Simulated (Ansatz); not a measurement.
## TaInS3 (model cell, started as cubic perovskite with Ta in the octahedra): from the cell to its phonons

How does TaInS3 (model cell, started as cubic perovskite with Ta in the octahedra) vibrate, and is this structure a minimum?

Main program and level: Ansatz 0.2.0; DFT PBE, scalar-relativistic, plane waves, PAW; PAW set soft_1.

The structure was built from a prototype and need not be the compound's stable phase.

## 1. The structure

The structure is cubic, space group Pm-3m (No. 221). Conventional cell: a = 4.861 Å, b = 4.861 Å, c = 4.861 Å, α = 90.00°, β = 90.00°, γ = 90.00°. Nearest to In lie 12 S at 3.44 Å. Nearest to Ta lie 6 S at 2.43 Å. S has 2 Ta at 2.43 Å nearest. Farther neighbours and most contacts between anions are not listed.

## 2. Bringing the structure to rest

The cell and atoms are relaxed, since residual forces and stress would shift the frequencies.

input.yaml

```yaml
crystal:
  lattice:
    - [4.8608, 0.0, 0.0]
    - [0.0, 4.8608, 0.0]
    - [0.0, 0.0, 4.8608]
  atoms:
    - { symbol: In, position: [0.0, 0.0, 0.0] }
    - { symbol: Ta, position: [0.5, 0.5, 0.5] }
    - { symbol: S, position: [0.5, 0.5, 0.0] }
    - { symbol: S, position: [0.5, 0.0, 0.5] }
    - { symbol: S, position: [0.0, 0.5, 0.5] }
kpoints:
  mp_grid: { grid: [8, 8, 8] }
hamiltonian:
  xc: pbe
  pseudopotentials: { kind: paw, azcp: { folder: soft_1 } }
scf:
  occupations: { method: gaussian, width: 0.1 }
output:
  forces: true
  stress: true
  eigenvalues: true
  write_density: true
  write_potential: true
  elf: true
  volumetric_format: npy
relax:
  adjacent_minimum: "off"
  f_tol: 0.005
  max_steps: 80
  cell: { stress_tol: 0.05 }
```

Started as:

```
> ansatz run input.yaml --threads 4 --pin off --max-ram 16384MiB --backend cpu --events-out ev --progress --plain --runs-dir out
```

Numbers of over 12 decimals in the logs are rounded to 6 here.

Output:

```text
Engine: ansatz 0.2.0, aarch64-unknown-linux-gnu
Pseudopotentials: kind: paw
Pseudopotential: In, paw, valence charge 13, recommended cutoff 420 eV (normal), soft_1/In.paw.azcp
Pseudopotential: Ta, paw, valence charge 13, recommended cutoff 420 eV (normal), soft_1/Ta.paw.azcp
Pseudopotential: S, paw, valence charge 6, recommended cutoff 420 eV (normal), soft_1/S.paw.azcp
Functional definition: PBE
  parameter kappa = 0.804
  parameter beta = 0.066725
  exchange = pbe_x(kappa = kappa, mu = beta*pi^2/3)
  correlation = pbe_c(beta = beta)
Crystal: 5 atoms, lattice volume = 114.848 Å³
Basis set: ecut = 420 eV, 2205 PW (Γ), exchange–correlation on 72×72×72 points (8 copies of the dense FFT grid, shifted against one another)
Bands: 27, of which v1, the nominal top of the filled ones, is band 22 counted from 1 (21 counted from 0)
Symmetry: 48 space group operations
Space group: Pm-3m (ITA 221), of the structure as read, at distance tolerance 4.9e-5 Å
k-points: 35 of 512
Non-local potential: In, projectors of the file, l = 0: 2, l = 1: 2, l = 2: 2, l = 3: 1
Non-local potential: Ta, projectors of the file, l = 0: 3, l = 1: 2, l = 2: 2, l = 3: 1
Non-local potential: S, projectors of the file, l = 0: 2, l = 1: 2, l = 2: 1
PAW form: soft (Blöchl's): semilocal exchange-correlation on the pseudo side does not see the compensation charge
PAW one-centre angular grid: In, 590 points (default); XC on 64 Gauss nodes
PAW one-centre angular grid: Ta, 590 points (default); XC on 64 Gauss nodes
PAW one-centre angular grid: S, 110 points (default); XC on 64 Gauss nodes
Initial density: superposition of atomic densities (chi_scale 0.1, normalization cell, long waves kept (reshape's long-wave potential 0.00 eV rms))
Initial wavefunctions: pseudopotential atomic-orbital guess
Functional: x = pbe(κ = 0.804, μ = 0.219515), c = pbe(β = 0.066725)
SCF iter   1: F=—  HF=-18240.421493 eV  |F-HF|=—  |Δ(HF+E_count)|=         —  Δρ=2.54e-2  dr2=6.56e-1  ethr=3.10e-3  ⟨swp⟩=6.9  Hψ=4559  notcnv=0
preconditioner: auto → Resta (q_TF=auto, 2.325 Å⁻¹)  ε∞=5.5  [insulator: Δε(μ)=0.130 eV  Ē_g=9.849 eV  σ=0.100 eV  W_gap=0.51  n_scr=26 (ndim 8)  ℏωp=20.8 eV  f_vac=0.000  D(μ)=1.15/eV (n_scr^D=6)  ε∞_Penn≈5.5]
SCF iter   2: F=—  HF=-18240.289161 eV  |F-HF|=—  |Δ(HF+E_count)|=   1.32e-1  Δρ=1.47e-2  dr2=2.32e-1  ethr=1.49e-3  ⟨swp⟩=1.3  Hψ=1240  notcnv=0  defer=2
preconditioner: auto → Kerker (q_TF=auto, 2.325 Å⁻¹)  [metal: Δε(μ)=0.015 eV  Ē_g=9.777 eV  σ=0.100 eV  W_gap=0.08  n_scr=26 (ndim 8)  ℏωp=20.8 eV  f_vac=0.000  D(μ)=1.01/eV (n_scr^D=0)]
SCF iter   3: F=—  HF=-18240.242614 eV  |F-HF|=—  |Δ(HF+E_count)|=   4.65e-2  Δρ=2.71e-3  dr2=1.26e-2  ethr=5.27e-4  ⟨swp⟩=2.2  Hψ=1514  notcnv=0  defer=17
SCF iter   4: F=—  HF=-18240.242468 eV  |F-HF|=—  |Δ(HF+E_count)|=   1.46e-4  Δρ=9.90e-4  dr2=1.75e-3  ethr=2.86e-5  ⟨swp⟩=2.4  Hψ=1618  notcnv=0  defer=20
SCF iter   5: F=—  HF=-18240.242901 eV  |F-HF|=—  |Δ(HF+E_count)|=   4.33e-4  Δρ=2.62e-4  dr2=2.10e-4  ethr=3.97e-6  ⟨swp⟩=2.0  Hψ=1231  notcnv=0  defer=20
SCF iter   6: F=—  HF=-18240.242964 eV  |F-HF|=—  |Δ(HF+E_count)|=   6.33e-5  Δρ=7.43e-5  dr2=9.34e-6  ethr=4.76e-7  ⟨swp⟩=2.0  Hψ=1248  notcnv=0  defer=20
SCF iter   7: F=—  HF=-18240.242965 eV  |F-HF|=—  |Δ(HF+E_count)|=   8.59e-7  Δρ=1.50e-5  dr2=2.79e-7  ethr=2.12e-8  ⟨swp⟩=2.1  Hψ=1422  notcnv=0  defer=21
SCF iter   8: F=-18240.242965 eV  HF=-18240.242965 eV  |F-HF|=1.16e-8  |Δ(HF+E_count)|=   2.16e-7  Δρ=3.20e-6  dr2=9.25e-9  ethr=2.27e-10  ⟨swp⟩=14.5  Hψ=7668  notcnv=0
SCF 1 converged in 8 iterations: F = -18240.242965 eV  dr2 = 9.25e-9
  greatest PAW one-centre occupation: 0.999 electrons in one spin orbital (limit 2), on the Ta atom at site 1 (counted from 0), in its partial waves of l = 0
relax step   1: F+E_penalty+E_count = -18240.24296501 eV  Δ(F+E_penalty+E_count) = +0.000e0 eV  max|allowed force component| = 1.323e-29 eV/Å  Δτ_max = 0.0000 Å  P = -0.183 GPa  Ω = 114.848 Å³  (8 SCF iters, dr2 threshold 1.00e-7 eV, accepted)
Crystal: 5 atoms, lattice volume = 114.546 Å³
Initial density: handed on by an earlier stage of this run
Initial wavefunctions: those handed on with the density
iter 1 solved again at ethr=2.59e-7 eV; its pass at ethr=3.10e-3 eV (dr2=1.14e-4 eV) is discarded
SCF iter   1: F=—  HF=-18240.243173 eV  |F-HF|=—  |Δ(HF+E_count)|=         —  Δρ=1.90e-4  dr2=1.10e-4  ethr=2.59e-7  ⟨swp⟩=2.0  Hψ=5051  notcnv=0
preconditioner: auto → Resta (q_TF=auto, 2.326 Å⁻¹)  ε∞=5.6  [insulator: Δε(μ)=0.120 eV  Ē_g=9.754 eV  σ=0.100 eV  W_gap=0.58  n_scr=26 (ndim 8)  ℏωp=20.8 eV  f_vac=0.000  D(μ)=0.92/eV (n_scr^D=0)  ε∞_Penn≈5.6]
SCF iter   2: F=—  HF=-18240.243157 eV  |F-HF|=—  |Δ(HF+E_count)|=   1.59e-5  Δρ=9.24e-5  dr2=2.62e-5  ethr=2.51e-7  ⟨swp⟩=1.1  Hψ=948  notcnv=0
SCF iter   3: F=—  HF=-18240.243142 eV  |F-HF|=—  |Δ(HF+E_count)|=   1.52e-5  Δρ=1.36e-5  dr2=1.92e-7  ethr=5.97e-8  ⟨swp⟩=2.0  Hψ=1248  notcnv=0
iter 4 did not close the SCF: its close was put off for the readings that it lacked (scf_convergence_deferred on its scf_iter line)
SCF iter   4: F=-18240.243142 eV  HF=-18240.243142 eV  |F-HF|=1.57e-8  |Δ(HF+E_count)|=   1.52e-7  Δρ=3.39e-6  dr2=1.90e-8  ethr=4.36e-10  ⟨swp⟩=2.3  Hψ=1411  notcnv=0
iter 5 did not close the SCF: its close was put off for the readings that it lacked (scf_convergence_deferred on its scf_iter line)
SCF iter   5: F=-18240.243142 eV  HF=-18240.243142 eV  |F-HF|=9.75e-10  |Δ(HF+E_count)|=   1.99e-8  Δρ=1.27e-6  dr2=1.47e-9  ethr=4.31e-11  ⟨swp⟩=2.0  Hψ=1568  notcnv=0
SCF iter   6: F=-18240.243142 eV  HF=-18240.243142 eV  |F-HF|=1.16e-10  |Δ(HF+E_count)|=   1.29e-9  Δρ=4.36e-7  dr2=2.33e-10  ethr=3.34e-12  ⟨swp⟩=6.0  Hψ=5554  notcnv=0
SCF 2 converged in 6 iterations: F = -18240.243142 eV  dr2 = 2.33e-10
relax step   2: F+E_penalty+E_count = -18240.24314215 eV  Δ(F+E_penalty+E_count) = -1.771e-4 eV  max|allowed force component| = 4.904e-30 eV/Å  Δτ_max = 0.0000 Å  P = +0.039 GPa  Ω = 114.546 Å³  energy of the carried Pulay correction = +4.119e-5 eV  (6 SCF iters, dr2 threshold 8.39e-8 eV, accepted)
Initial wavefunctions: pseudopotential atomic-orbital guess (no wavefunctions were taken with the density)
iter 1 solved again at ethr=1.95e-6 eV; its pass at ethr=3.10e-3 eV (dr2=8.60e-4 eV) is discarded
SCF iter   1: F=—  HF=-18240.243115 eV  |F-HF|=—  |Δ(HF+E_count)|=         —  Δρ=3.30e-6  dr2=3.89e-9  ethr=1.95e-6  ⟨swp⟩=3.0  Hψ=7035  notcnv=0
eigensolver tolerance schedule: the retry pair's looser diagonalisation over-reported the residual by 221361.67 of it (diagonalisation noise at an unbounded share of the residual, at the tolerance the schedule requests for it); recorded, not acted on — ethr = c·dr2/N_el stays at c = 1.0e-1
preconditioner: auto → Resta (q_TF=auto, 2.326 Å⁻¹)  ε∞=5.6  [insulator: Δε(μ)=0.121 eV  Ē_g=9.757 eV  σ=0.100 eV  W_gap=0.58  n_scr=26 (ndim 8)  ℏωp=20.8 eV  f_vac=0.000  D(μ)=0.91/eV (n_scr^D=0)  ε∞_Penn≈5.6]
SCF iter   2: F=—  HF=-18240.243106 eV  |F-HF|=—  |Δ(HF+E_count)|=   8.72e-6  Δρ=1.87e-6  dr2=9.36e-10  ethr=8.83e-12  ⟨swp⟩=5.1  Hψ=3091  notcnv=0
SCF iter   3: F=—  HF=-18240.243106 eV  |F-HF|=—  |Δ(HF+E_count)|=  5.20e-10  Δρ=9.57e-7  dr2=2.90e-10  ethr=2.13e-12  ⟨swp⟩=1.7  Hψ=1197  notcnv=0
iter 4 did not close the SCF: its close was put off for the readings that it lacked (scf_convergence_deferred on its scf_iter line)
SCF iter   4: F=-18240.243106 eV  HF=-18240.243106 eV  |F-HF|=1.09e-11  |Δ(HF+E_count)|=  2.33e-10  Δρ=1.14e-7  dr2=1.34e-11  ethr=1.00e-12  ⟨swp⟩=2.3  Hψ=1266  notcnv=0
iter 5 did not close the SCF: its close was put off for the readings that it lacked (scf_convergence_deferred on its scf_iter line)
SCF iter   5: F=-18240.243106 eV  HF=-18240.243106 eV  |F-HF|=3.64e-12  |Δ(HF+E_count)|=  1.82e-11  Δρ=2.78e-8  dr2=1.07e-12  ethr=1.00e-12  ⟨swp⟩=1.0  Hψ=945  notcnv=0
iter 6 did not close the SCF: its close was put off for the readings that it lacked (scf_convergence_deferred on its scf_iter line)
SCF iter   6: F=-18240.243106 eV  HF=-18240.243106 eV  |F-HF|=3.64e-12  |Δ(HF+E_count)|=  7.28e-12  Δρ=4.86e-9  dr2=4.04e-14  ethr=1.00e-12  ⟨swp⟩=1.0  Hψ=945  notcnv=0
iter 7 did not close the SCF: its close was put off for the readings that it lacked (scf_convergence_deferred on its scf_iter line)
SCF iter   7: F=-18240.243106 eV  HF=-18240.243106 eV  |F-HF|=3.64e-12  |Δ(HF+E_count)|=    0.00e0  Δρ=2.30e-9  dr2=3.48e-15  ethr=1.00e-12  ⟨swp⟩=1.0  Hψ=945  notcnv=0
SCF iter   8: F=-18240.243106 eV  HF=-18240.243106 eV  |F-HF|=7.28e-12  |Δ(HF+E_count)|=    0.00e0  Δρ=9.88e-10  dr2=6.68e-16  ethr=1.00e-12  ⟨swp⟩=3.1  Hψ=2868  notcnv=0
SCF 3 converged in 8 iterations: F = -18240.243106 eV  dr2 = 6.68e-16
relax step   3: F+E_penalty+E_count = -18240.24310610 eV  Δ(F+E_penalty+E_count) = +3.605e-5 eV  max|allowed force component| = 3.984e-30 eV/Å  Δτ_max = 0.0000 Å  P = +0.039 GPa  Ω = 114.546 Å³  stress off target by 3.94e-2 GPa  SCF on the basis re-selected at this cell (its energy is not comparable with the rows above)  (8 SCF iters)
basis re-selected at this cell: Δ(F+E_penalty+E_count) = +3.605e-5 eV, ΔP = -0.000 GPa vs the last step (what re-selecting the basis moved, of the pressure what is left beyond the Pulay correction that the steps carried, after the strain that the cell walked since its last selection, with what the two solves' SCF thresholds leave and, on support functions, any second-order correction that the steps lacked; it is no m [...]
SCF converged after 8 iterations
Free energy (F): -18240.243106 eV
Harris-Foulkes:  -18240.243106 eV  (|F-HF|=7.28e-12)
Internal energy: -18240.238538 eV  (E = F + TS)
E sigma→0 (E₀):  -18240.240822 eV
Entropy (-TS):   -0.004568 eV (-0.914 meV/atom)
Fermi energy:    7.710044 eV
--- Per-component energies (eV) ---
  E_band       = -278.702339
  E_kinetic    = 918.781252
  E_local      = -2511.307313  (includes V_loc(G=0)·N_el)
  E_nonlocal   = 419.226448
  E_hartree    = 931.629998
  E_xc         = -730.511474
  E_vxc        = -569.858836  (∫ρ·V_xc dr)
  E_paw        = -14332.958108  (= ΣΔE_a)
  E_vpaw       = -398.804122  (= ΣTr[D̂ρ^β])
  E_aug_tail   = 0.000238  (compensation charges beyond the density's cutoff)
  E_ewald      = -2935.099578
  E_smearing   = -0.004568  (= −TS)
  E_closure    = -0.000000  (closes the sum)
  Σ components = -18240.243106   (vs F -18240.243106, Δ=0.00e0)
--- Forces (eV/Å), atoms counted from 1 ---
  atom   1  In     0.00000000    -0.00000000    -0.00000000
  atom   2  Ta     0.00000000     0.00000000     0.00000000
  atom   3  S      0.00000000     0.00000000     0.00000000
  atom   4  S      0.00000000     0.00000000    -0.00000000
  atom   5  S      0.00000000     0.00000000    -0.00000000
  max |Σ_I F_I| component: 6.38e-30 eV/Å
--- Stress (GPa, compression-positive) ---
        0.039425      -0.000000       0.000000
       -0.000000       0.039425      -0.000000
        0.000000      -0.000000       0.039425
  P = ⅓ Tr σ = 0.0394 GPa (0.394 kbar)
--- Band table (eV; the first three rows and the last of 35) ---
  k-point 0: bands = [... 18 lower, 6.4407, 6.8520, 6.8520, 6.8520, 7.2340, 7.2340, 7.2340, 9.6384, ... 1 higher]
  k-point 1: bands = [... 18 lower, 6.3748, 6.5377, 6.7391, 6.7391, 7.2408, 7.9121, 7.9121, 9.6441, ... 1 higher]
  k-point 2: bands = [... 18 lower, 6.2251, 6.7698, 6.7698, 6.7905, 7.2574, 8.8398, 8.8398, 9.6560, ... 1 higher]
  k-point 34: bands = [... 18 lower, 4.6005, 7.7551, 7.7551, 7.7551, 10.0921, 10.0921, 10.0921, 13.8306, ... 1 higher]
--- Relaxed structure (2 steps of the walk, 2 accepted, 1 SCFs on fresh bases) ---
  F+E_penalty+E_count = -18240.24310610 eV   max|allowed force component| = 3.984e-30 eV/Å   (the final SCF, on the basis selected at the relaxed cell)
  cell:  # Å, volume = 114.5462 Å³
    - [4.856539, 0, 0]
    - [0, 4.856539, 0.0]
    - [0.0, 0.0, 4.856539]
  atoms:
    - { symbol: In, position: [0, 0, 0] }
    - { symbol: Ta, position: [0.5, 0.5, 0.5] }
    - { symbol: S, position: [0.5, 0.5, 0] }
    - { symbol: S, position: [0.5, 0, 0.5] }
    - { symbol: S, position: [0, 0.5, 0.5] }
```

It took 6.2 s on 4 threads of Arm Neoverse V1, shared host; peak memory 0.48 GiB.

Little changed from the start: no atom moved by 0.005 Å and no cell edge by 0.1 %.

Numbers from this step:

```yaml
pressure: 0.03943 GPa
volume_per_atom: 22.91 Å³
gap_on_the_k_mesh: 0 eV
```

Valence density in the ac plane at fractional y = 0.500, with atoms of Ta and S within 0.2 Å of it. It is the smooth field of the valence electrons, not physical close to the nuclei.

Ten even steps from '0' (0.0 e/Å³) to '9' (4.4 e/Å³), each cell a mean:
```
00001221210000
00000122210000
00000011100000
00000011000000
11000133200011
22111499720122
02211799931121
12211699931122
22100267410012
10000011100001
00000011100000
00000122100000
00000222210000
00001210210000
```
Columns run along a (4.9 Å), rows up along c (4.9 Å). Atoms in or near the plane, at fractional coordinates: Ta at (0.50, 0.50), S at (0.50, 0.00), S at (0.00, 0.50).

Electrostatic potential energy in the ac plane at fractional y = 0.500, with atoms of Ta and S within 0.2 Å of it. With pseudopotentials it is smooth inside the atoms' cores, unlike the true potential.

Values in eV, 14 rows by 14 columns, each cell a mean:
```
 12  12  12  11   4 -22 -33 -31 -33  -8   8  12  12  12
 12  12  12  11   8  -5 -21 -25 -15   2  10  12  12  12
 11  12  12  11   9   5  -1  -2   2   7  10  12  12  12
  7   9  10  10   8   3  -1  -3   0   5   9  10  10   8
-12  -3   5   7   2  -9 -21 -24 -16  -3   5   7   2  -8
-33 -27  -6   3  -5 -28 -44 -47 -39 -16   0   2 -15 -33
-24 -33 -14   1 -10 -37 -47 -48 -47 -24  -3  -2 -25 -31
-30 -32 -10   2  -8 -33 -46 -47 -44 -21  -1  -1 -21 -33
-26 -15   1   5  -1 -18 -33 -37 -28  -9   3   5  -5 -22
  2   6   9   9   6  -1  -8 -10  -5   2   8   9   8   4
 10  11  11  11   9   5   2   1   3   7  10  11  11  11
 12  12  12  11   9   1 -10 -14  -6   5  10  12  12  12
 12  12  12  11   6 -15 -32 -33 -27  -3   9  12  12  12
 12  12  12  10   2 -26 -30 -24 -33 -12   7  11  12  12
```
Columns run along a (4.9 Å; values clipped at the 3rd and 97th percentile), rows up along c (4.9 Å). Atoms in or near the plane, at fractional coordinates: Ta at (0.50, 0.50), S at (0.50, 0.00), S at (0.00, 0.50).

ELF in the ac plane at fractional y = 0.500, with atoms of Ta and S within 0.2 Å of it. It is the smooth field of the valence electrons, not physical close to the nuclei.

Values, 14 rows by 14 columns, each cell a mean:
```
0.02 0.03 0.14 0.53 0.81 0.78 0.34 0.17 0.56 0.84 0.72 0.34 0.06 0.02
0.07 0.05 0.09 0.33 0.71 0.83 0.77 0.73 0.81 0.81 0.56 0.19 0.06 0.06
0.39 0.27 0.15 0.18 0.45 0.67 0.73 0.74 0.72 0.60 0.31 0.14 0.19 0.34
0.75 0.67 0.45 0.23 0.20 0.27 0.31 0.33 0.30 0.24 0.19 0.31 0.56 0.72
0.84 0.84 0.75 0.44 0.16 0.28 0.51 0.57 0.43 0.18 0.24 0.60 0.81 0.84
0.41 0.70 0.82 0.55 0.24 0.63 0.70 0.65 0.73 0.43 0.30 0.72 0.81 0.56
0.03 0.44 0.81 0.57 0.32 0.72 0.44 0.21 0.65 0.57 0.33 0.74 0.73 0.17
0.17 0.56 0.82 0.56 0.28 0.69 0.58 0.44 0.70 0.51 0.31 0.73 0.77 0.34
0.73 0.82 0.80 0.51 0.18 0.46 0.69 0.72 0.63 0.28 0.27 0.67 0.83 0.78
0.83 0.78 0.61 0.32 0.16 0.18 0.28 0.32 0.24 0.16 0.20 0.45 0.71 0.81
0.57 0.45 0.25 0.17 0.32 0.51 0.56 0.57 0.55 0.44 0.23 0.18 0.33 0.53
0.17 0.11 0.09 0.25 0.61 0.80 0.82 0.81 0.82 0.75 0.45 0.15 0.09 0.14
0.03 0.03 0.11 0.45 0.78 0.82 0.56 0.44 0.70 0.84 0.67 0.27 0.05 0.03
0.01 0.03 0.17 0.57 0.83 0.73 0.17 0.03 0.41 0.84 0.75 0.39 0.07 0.02
```
Columns run along a (4.9 Å), rows up along c (4.9 Å). Atoms in or near the plane, at fractional coordinates: Ta at (0.50, 0.50), S at (0.50, 0.00), S at (0.00, 0.50).

In this step the volume went from 22.97 to 22.91 Å³/atom.

(Continued in part 2 of 3.)

[Logs are printed without paths, hosts, clocks, repeated set-up lines and the standing remarks that a program may print on its own settings, such as how far it seeks lower states.]

[Hosts, paths, dates, database ids (printed as entryN), source tags and the programs' standing remarks are cut or masked in the printed files.]
